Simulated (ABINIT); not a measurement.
**Quasiparticle gap of Cl (Cmce) in ABINIT**

Aim: the G0W0 gap of Cl (Cmce) on PBE, step by step.

Main program and level: ABINIT 10.8.3; PBE and many-body steps on it, plane waves.

Report form: the programs' logs are mostly left out.

**1. The starting structure**

The structure is orthorhombic, space group Cmce (No. 64). Conventional cell: a = 6.290 Å, b = 4.500 Å, c = 8.210 Å, α = 90.00°, β = 90.00°, γ = 90.00°. Nearest to Cl lie 1 Cl at 2.02 Å.

The cell and positions come from the Crystallography Open Database and are kept as given unless a step says otherwise.

**2. Ground state**

This step: ABINIT 10.8.3; DFT, PBE, plane waves, norm-conserving pseudopotentials.

The ground-state density comes first.

File run.abi:

```
acell 3*1.0 Angstrom
rprim 
  3.145000000000 -2.250000000000 0.000000000000
  3.145000000000 2.250000000000 0.000000000000
  0.000000000000 0.000000000000 8.210000000000
ntypat 1
znucl 17
natom 4
typat 1 1 1 1
xred 
  0.870000000000 0.130000000000 0.100000000000
  0.630000000000 0.370000000000 0.600000000000
  0.130000000000 0.870000000000 0.900000000000
  0.370000000000 0.630000000000 0.400000000000
pp_dirpath "pseudos"
pseudos "Cl.upf"
ecut 25
ngkpt 6 6 4
nshiftk 1
shiftk 0 0 0
kptopt 1
chksymbreak 0
nband 20
occopt 1
tolvrs 1e-10
nstep 60
prtwf 0
indata_prefix "in"
outdata_prefix "out"
tmpdata_prefix "tmp"
```

Run with:

```sh
> OMP_NUM_THREADS=1 mpirun -n 4 abinit run.abi > log
```

Elapsed: 32 s, on 4 MPI ranks of Arm Neoverse V1, shared host; peak memory 0.36 GiB; 2.1 min of CPU time.

This step gave:

| Item | Value |
| --- | --- |
| total energy | -1784.7847 eV |
| gap | 2.469 eV |
| k of the valence top | 0.5, 0.5, 0 |
| k of the conduction bottom | 0, 0, 0 |
| least direct gap | 2.525 eV |
| pressure | 0.4830 GPa |

The gap is indirect, with the least direct gap 0.06 eV higher.

The cutoff was set for levels, not for stress, so the pressure can be off by some GPa.

**3. Bands along the symmetry lines**

The cheap functional maps the bands first; the places of the edges decide which points the dearer methods must see.

File run.abi:

```
acell 3*1.0 Angstrom
rprim 
  3.145000000000 -2.250000000000 0.000000000000
  3.145000000000 2.250000000000 0.000000000000
  0.000000000000 0.000000000000 8.210000000000
ntypat 1
znucl 17
natom 4
typat 1 1 1 1
xred 
  0.870000000000 0.130000000000 0.100000000000
  0.630000000000 0.370000000000 0.600000000000
  0.130000000000 0.870000000000 0.900000000000
  0.370000000000 0.630000000000 0.400000000000
pp_dirpath "pseudos"
pseudos "Cl.upf"
ecut 25
iscf -2
irdden 1
kptopt 0
nkpt 92
kpt 
  0.00000000 0.00000000 0.00000000
  0.06250000 0.06250000 0.00000000
  0.12500000 0.12500000 0.00000000
  0.18750000 0.18750000 0.00000000
  0.25000000 0.25000000 0.00000000
  0.31250000 0.31250000 0.00000000
  0.37500000 0.37500000 0.00000000
  0.43750000 0.43750000 0.00000000
  0.50000000 0.50000000 0.00000000
  0.48474461 0.51525539 0.00000000
  0.46948923 0.53051077 0.00000000
  0.45423384 0.54576616 0.00000000
  0.43897845 0.56102155 0.00000000
  0.42372307 0.57627693 0.00000000
  0.40846768 0.59153232 0.00000000
  0.39321230 0.60678770 0.00000000
  0.37795691 0.62204309 0.00000000
  -0.37795691 0.37795691 0.00000000
  -0.33071230 0.33071230 0.00000000
  -0.28346768 0.28346768 0.00000000
  -0.23622307 0.23622307 0.00000000
  -0.18897845 0.18897845 0.00000000
  -0.14173384 0.14173384 0.00000000
  -0.09448923 0.09448923 0.00000000
  -0.04724461 0.04724461 0.00000000
  0.00000000 0.00000000 0.00000000
  0.00000000 0.00000000 0.06250000
  0.00000000 0.00000000 0.12500000
  0.00000000 0.00000000 0.18750000
  0.00000000 0.00000000 0.25000000
  0.00000000 0.00000000 0.31250000
  0.00000000 0.00000000 0.37500000
  0.00000000 0.00000000 0.43750000
  0.00000000 0.00000000 0.50000000
  -0.04724461 0.04724461 0.50000000
  -0.09448923 0.09448923 0.50000000
  -0.14173384 0.14173384 0.50000000
  -0.18897845 0.18897845 0.50000000
  -0.23622307 0.23622307 0.50000000
  -0.28346768 0.28346768 0.50000000
  -0.33071230 0.33071230 0.50000000
  -0.37795691 0.37795691 0.50000000
  0.37795691 0.62204309 0.50000000
  0.39321230 0.60678770 0.50000000
  0.40846768 0.59153232 0.50000000
  0.42372307 0.57627693 0.50000000
  0.43897845 0.56102155 0.50000000
  0.45423384 0.54576616 0.50000000
  0.46948923 0.53051077 0.50000000
  0.48474461 0.51525539 0.50000000
  0.50000000 0.50000000 0.50000000
  0.50000000 0.50000000 0.43750000
  0.50000000 0.50000000 0.37500000
  0.50000000 0.50000000 0.31250000
  0.50000000 0.50000000 0.25000000
  0.50000000 0.50000000 0.18750000
  0.50000000 0.50000000 0.12500000
  0.50000000 0.50000000 0.06250000
  0.50000000 0.50000000 0.00000000
  0.00000000 0.00000000 0.00000000
  0.00000000 0.06250000 0.00000000
  0.00000000 0.12500000 0.00000000
  0.00000000 0.18750000 0.00000000
  0.00000000 0.25000000 0.00000000
  0.00000000 0.31250000 0.00000000
  0.00000000 0.37500000 0.00000000
  0.00000000 0.43750000 0.00000000
  0.00000000 0.50000000 0.00000000
  0.00000000 0.50000000 0.06250000
  0.00000000 0.50000000 0.12500000
  0.00000000 0.50000000 0.18750000
  0.00000000 0.50000000 0.25000000
  0.00000000 0.50000000 0.31250000
  0.00000000 0.50000000 0.37500000
  0.00000000 0.50000000 0.43750000
  0.00000000 0.50000000 0.50000000
  0.00000000 0.43750000 0.50000000
  0.00000000 0.37500000 0.50000000
  0.00000000 0.31250000 0.50000000
  0.00000000 0.25000000 0.50000000
  0.00000000 0.18750000 0.50000000
  0.00000000 0.12500000 0.50000000
  0.00000000 0.06250000 0.50000000
  0.00000000 0.00000000 0.50000000
  0.06250000 0.06250000 0.50000000
  0.12500000 0.12500000 0.50000000
  0.18750000 0.18750000 0.50000000
  0.25000000 0.25000000 0.50000000
  0.31250000 0.31250000 0.50000000
  0.37500000 0.37500000 0.50000000
  0.43750000 0.43750000 0.50000000
  0.50000000 0.50000000 0.50000000
istwfk *1
nband 21
nbdbuf 2
tolwfr 1e-08
nstep 40
prtwf 0
prtvol 0
indata_prefix "in"
outdata_prefix "out"
tmpdata_prefix "tmp"
```

Wall time 37 s (4 MPI ranks); peak memory 0.39 GiB.

Numbers from this step:

```
gap                        : 2.457 eV
k of the valence top       : 0.5, 0.5, 0
k of the conduction bottom : -0.0945, 0.0945, 0
least direct gap           : 2.515 eV
```

The gap is 2.457 eV, −0.012 eV from the run before at this level.

The electronic bands at the labelled points (eV, zero at the top of the highest filled band):

```
     point  band 11  band 12  band 13  band 14  band 15  band 16  band 17  band 18
         Γ    -0.70    -0.40    -0.15    -0.06     2.47     3.03     6.92     7.52
   halfway    -0.71    -0.45    -0.37    -0.07     2.55     2.88     8.41     8.55
         Y    -0.96    -0.89    -0.36     0.00     2.55     2.74     8.58     8.67
   halfway    -0.93    -0.81    -0.31     0.00     2.55     2.75     8.37     8.91
        F0    -0.84    -0.66    -0.21    -0.01     2.60     2.78     8.52     9.16
jump to Δ0    -0.84    -0.66    -0.21    -0.01     2.60     2.78     8.52     9.16
   halfway    -0.40    -0.30    -0.24    -0.05     2.64     2.98     8.22     8.70
         Γ    -0.70    -0.40    -0.15    -0.06     2.47     3.03     6.92     7.52
   halfway    -0.70    -0.49    -0.13    -0.07     2.51     2.91     7.11     7.57
         Z    -0.64    -0.64    -0.10    -0.10     2.67     2.67     7.46     7.46
   halfway    -0.22    -0.22    -0.14    -0.14     2.77     2.77     8.31     8.31
        B0    -0.41    -0.41    -0.40    -0.40     2.68     2.68     9.21     9.21
jump to G0    -0.41    -0.41    -0.40    -0.40     2.68     2.68     9.21     9.21
   halfway    -0.61    -0.61    -0.44    -0.44     2.61     2.61     8.99     8.99
         T    -0.70    -0.70    -0.46    -0.46     2.58     2.58     8.93     8.93
   halfway    -0.85    -0.80    -0.47    -0.13     2.54     2.68     8.67     8.79
         Y    -0.96    -0.89    -0.36     0.00     2.55     2.74     8.58     8.67
 jump to Γ    -0.70    -0.40    -0.15    -0.06     2.47     3.03     6.92     7.52
   halfway    -0.42    -0.30    -0.25    -0.15     2.54     2.97     7.90     8.17
         S    -0.51    -0.51    -0.15    -0.15     2.85     2.85     8.30     8.30
   halfway    -0.46    -0.46    -0.09    -0.09     2.80     2.80     8.40     8.40
         R    -0.43    -0.43     0.00     0.00     2.75     2.75     8.52     8.52
   halfway    -0.39    -0.39    -0.16    -0.16     2.75     2.75     8.05     8.05
         Z    -0.64    -0.64    -0.10    -0.10     2.67     2.67     7.46     7.46
   halfway    -0.71    -0.71    -0.18    -0.18     2.66     2.66     8.76     8.76
         T    -0.70    -0.70    -0.46    -0.46     2.58     2.58     8.93     8.93
```

**4. Empty states on the mesh, 4×4×2 mesh, 183 bands**

The sums over transitions need many empty states on a uniform mesh; this step solves for them.

File run.abi:

```
acell 3*1.0 Angstrom
rprim 
  3.145000000000 -2.250000000000 0.000000000000
  3.145000000000 2.250000000000 0.000000000000
  0.000000000000 0.000000000000 8.210000000000
ntypat 1
znucl 17
natom 4
typat 1 1 1 1
xred 
  0.870000000000 0.130000000000 0.100000000000
  0.630000000000 0.370000000000 0.600000000000
  0.130000000000 0.870000000000 0.900000000000
  0.370000000000 0.630000000000 0.400000000000
pp_dirpath "pseudos"
pseudos "Cl.upf"
ecut 25
ngkpt 4 4 2
nshiftk 1
shiftk 0 0 0
kptopt 1
chksymbreak 0
irdden 1
istwfk *1
nband 183
prtvol 0
optdriver 6
gwr_task "HDIAGO"
paral_kgb 0
occopt 1
indata_prefix "in"
outdata_prefix "out"
tmpdata_prefix "tmp"
```

It took 4.4 min on 4 MPI ranks; peak memory 4.9 GiB; 18 min of CPU time.

This step gave:

```yaml
gap: 2.469 eV
k_of_the_valence_top: 0.5, 0.5, 0
k_of_the_conduction_bottom: 0, 0, 0
least_direct_gap: 2.525 eV
k_points_computed: 14
lowest_point_of_the_top_converged_band_above_the_valence_top: 67.9267 eV
```

On this mesh the gap is 2.469 eV.

**5. Screening, 4×4×2 mesh, 175 bands, screening to 119.7 eV**

The RPA dielectric matrix is built and inverted for each q.

This step: RPA screening on PBE, plane waves, norm-conserving pseudopotentials.

run.abi: that of step 4 with these lines changed.

```diff
@@ -22,10 +22,11 @@
 chksymbreak 0
-irdden 1
 istwfk *1
-nband 183
-prtvol 0
-optdriver 6
-gwr_task "HDIAGO"
-paral_kgb 0
 occopt 1
+irdwfk 1
+optdriver 3
+nband 175
+ecuteps 4.4
+inclvkb 2
+awtr 1
+symchi 1
 indata_prefix "in"
```

Elapsed: 2.5 min, on 4 MPI ranks; peak memory 1.9 GiB; 9.9 min of CPU time.

Numbers from this step:

| Item | Value |
| --- | --- |
| ε∞ with local fields, on this mesh, along the program's q direction | 2.817 |
| the same without local fields | 3.461 |
| plasma frequency | 18.23 eV |
| plane waves in the screening matrix | 335 |

Local fields lower ε∞ by 19 %. On a Γ-centred mesh this coarse the value itself is usually too large, while a short band sum pulls it down.

**6. Self-energy, 4×4×2 mesh, 175 bands, screening to 119.7 eV**

The self-energy is evaluated for the states that the input lists, and the levels follow from it, in one-shot runs by the linearised quasiparticle equation.

This step: G0W0 on PBE, plane waves, norm-conserving pseudopotentials.

run.abi: that of step 5 with these lines changed.

```diff
@@ -25,8 +25,17 @@
 irdwfk 1
-optdriver 3
+optdriver 4
 nband 175
+gwcalctyp 0
+ecutsigx 25
+symsigma 1
+nkptgw 2
+kptgw 
+  0.5000000000 0.5000000000 0.0000000000
+  0.0000000000 0.0000000000 0.0000000000
+bdgw 
+  13 16
+  13 16
 ecuteps 4.4
-inclvkb 2
-awtr 1
-symchi 1
+irdscr 1
+ppmodel 1
 indata_prefix "in"
```

The job ended after 29 s (4 MPI ranks; peak memory 1.9 GiB; 2 min of CPU time).

Numbers from this step:

| Item | Value |
| --- | --- |
| G0W0 gap on the points computed | 5.596 eV |
| starting gap on the mesh | 2.469 eV |
| k of the valence top | 0.5, 0.5, 0 |
| k of the conduction bottom | 0, 0, 0 |
| Z at the valence top | 0.792 |
| Z at the conduction bottom | 0.795 |
| least direct G0W0 gap on the computed points | 5.647 eV |

The gap on the mesh goes from 2.47 eV to 5.60 eV, a correction of +3.13 eV.

Limits: finite bands, cutoff and mesh; coarse k mesh. v1 is the top filled band, c1 the lowest empty one. Levels before and after the correction, in eV, zero at the valence-band top of each column:

```
           conduction bottom  valence top
Kohn-Sham               2.47         0.00
     G0W0               5.60         0.00
```

```
                    level  energy (eV)
Kohn-Sham  (0.5 0.5 0) v2       -0.362
Kohn-Sham  (0.5 0.5 0) v1        0.000
Kohn-Sham  (0.5 0.5 0) c1        2.546
Kohn-Sham  (0.5 0.5 0) c2        2.736
Kohn-Sham            Γ v2       -0.146
Kohn-Sham            Γ v1       -0.056
Kohn-Sham            Γ c1        2.469
Kohn-Sham            Γ c2        3.031
     G0W0  (0.5 0.5 0) v2       -0.322
     G0W0  (0.5 0.5 0) v1        0.000
     G0W0  (0.5 0.5 0) c1        5.731
     G0W0  (0.5 0.5 0) c2        5.957
     G0W0            Γ v2       -0.171
     G0W0            Γ v1       -0.051
     G0W0            Γ c1        5.596
     G0W0            Γ c2        6.316
```

**7. Where the time went**

Times are wall times on 4 MPI ranks of Arm Neoverse V1, shared host, good to a factor of about two.

```
                          step     time  share  memory (GiB)
                  ground state     32 s    6 %          0.36
bands along the symmetry lines     37 s    7 %          0.39
      empty states on the mesh  4.4 min   52 %           4.9
                     screening  2.5 min   29 %           1.9
                   self-energy     29 s    6 %           1.9
```

**8. Summary of results**

```yaml
pbe_gap: 2.46 eV, indirect
g0w0_gap_on_the_mesh: 5.60 eV
gw_settings: 4×4×2 mesh, 175 bands, screening to 119.7 eV, Godby-Needs plasmon pole
known_limits: not at the basis limit; coarse k mesh
```

**Reading.** G0W0 moves the gap on the mesh from 2.47 eV to 5.60 eV (+3.13 eV), with Z of 0.79 and 0.80 at the edges. Local fields lower the RPA ε∞ on this mesh from 3.46 to 2.82; a Γ-centred mesh this coarse tends to raise both, most where the direct gap is narrow, while a short band sum lowers them. Only 2 of the mesh's irreducible points were corrected, so a valley elsewhere could overtake. The dearest step here is «empty states on the mesh». Bands and cutoff are finite, so the gap is not at the basis limit. The miss can reach some tenths of an eV and take either sign; the mesh is an error of its own. In the G0W0 run levels were corrected at 2 k points alone, so a gap called «on the mesh» is the least over those, and an edge elsewhere would be missed. The 4×4×2 mesh is coarse for this cell, which bears on the long-range parts of exchange and screening.

[Paths, hosts, dates, memory and timing lines, banners, echoed tables and standing remarks are left out of the program output.]

[Logs are printed without paths, hosts, clocks, repeated set-up lines and the standing remarks that a program may print on its own settings, such as how far it seeks lower states.]

[Runs of the session that timed out or met a known fault of the program may be left out.]

[Hosts, paths, dates, database ids (printed as entryN), source tags and the programs' standing remarks are cut or masked in the printed files.]

[G0W0 gaps are taken among the corrected bands and points alone; a level outside them can change the order at an edge.]

[Where Ansatz stands beside ABINIT at settings called matched, ABINIT's density can come from a denser mesh and the files from another edition; pairs whose starting gaps differed by over 0.03 eV were left out, so agreement reads better than it is.]
